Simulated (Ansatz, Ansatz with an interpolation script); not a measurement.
Planning a run of Ansatz 0.2.0 on CdBr2 (P6_3mc). The input:

```yaml
crystal:
  lattice:
    - [3.985, 0.0, 0.0]
    - [-1.9925, 3.4511112341, 0.0]
    - [0.0, 0.0, 12.561]
  atoms:
    - { symbol: Cd, position: [0.3333333333, 0.6666666667, 0.375] }
    - { symbol: Cd, position: [0.6666666667, 0.3333333333, 0.875] }
    - { symbol: Br, position: [0.3333333333, 0.6666666667, 0.0] }
    - { symbol: Br, position: [0.6666666667, 0.3333333333, 0.5] }
    - { symbol: Br, position: [0.0, 0.0, 0.25] }
    - { symbol: Br, position: [0.0, 0.0, 0.75] }
kpoints:
  mp_grid: { grid: [6, 6, 2] }
hamiltonian:
  xc: lda
  pseudopotentials: { kind: paw, azcp: { folder: soft_1 }, xc_functional: pbe }
scf:
  occupations: { method: fixed }
  n_extra_bands: 91
output:
  wannier:
    kmesh: [12, 12, 4]
    projections: [{ species: Br, l: p, shell: 4 }, { species: Cd, l: s, shell: 5 }]
    minimise: true
    write_hr: true
    seedname: w
    conv_tol: 1.0e-06
    max_iter: 20000
    stability_check: false
    disentanglement:
      window: [0.1, 10.09]
      frozen_window: [0.1, 7.09]
      conv_tol: 1.0e-08
```

The database entry behind the starting cell has ideal inner coordinates that were not refined, so it need not match the best structure at ambient conditions.

```sh
ansatz run input.yaml --threads 2 --pin off --max-ram 92160MiB --backend cuda --events-out ev --progress --plain --runs-dir out --devices 1 --max-vram 13GiB
```

Estimate wall time and host memory on 1 × NVIDIA H100 80GB HBM3 (shared by 6 runs) with 2 threads of AMD EPYC 7R13 (Zen 3), shared host.

It took 22 s; on shared hardware allow 11 s to 45 s. Peak host memory was 2.1 GiB.

[Paths, hosts, dates, memory and timing lines, banners, echoed tables and standing remarks are left out of the program output.]

[Logs are printed without paths, hosts, clocks, repeated set-up lines and the standing remarks that a program may print on its own settings, such as how far it seeks lower states.]

[Runs of the session that timed out or met a known fault of the program may be left out.]

[Hosts, paths, dates, database ids (printed as entryN), source tags and the programs' standing remarks are cut or masked in the printed files.]
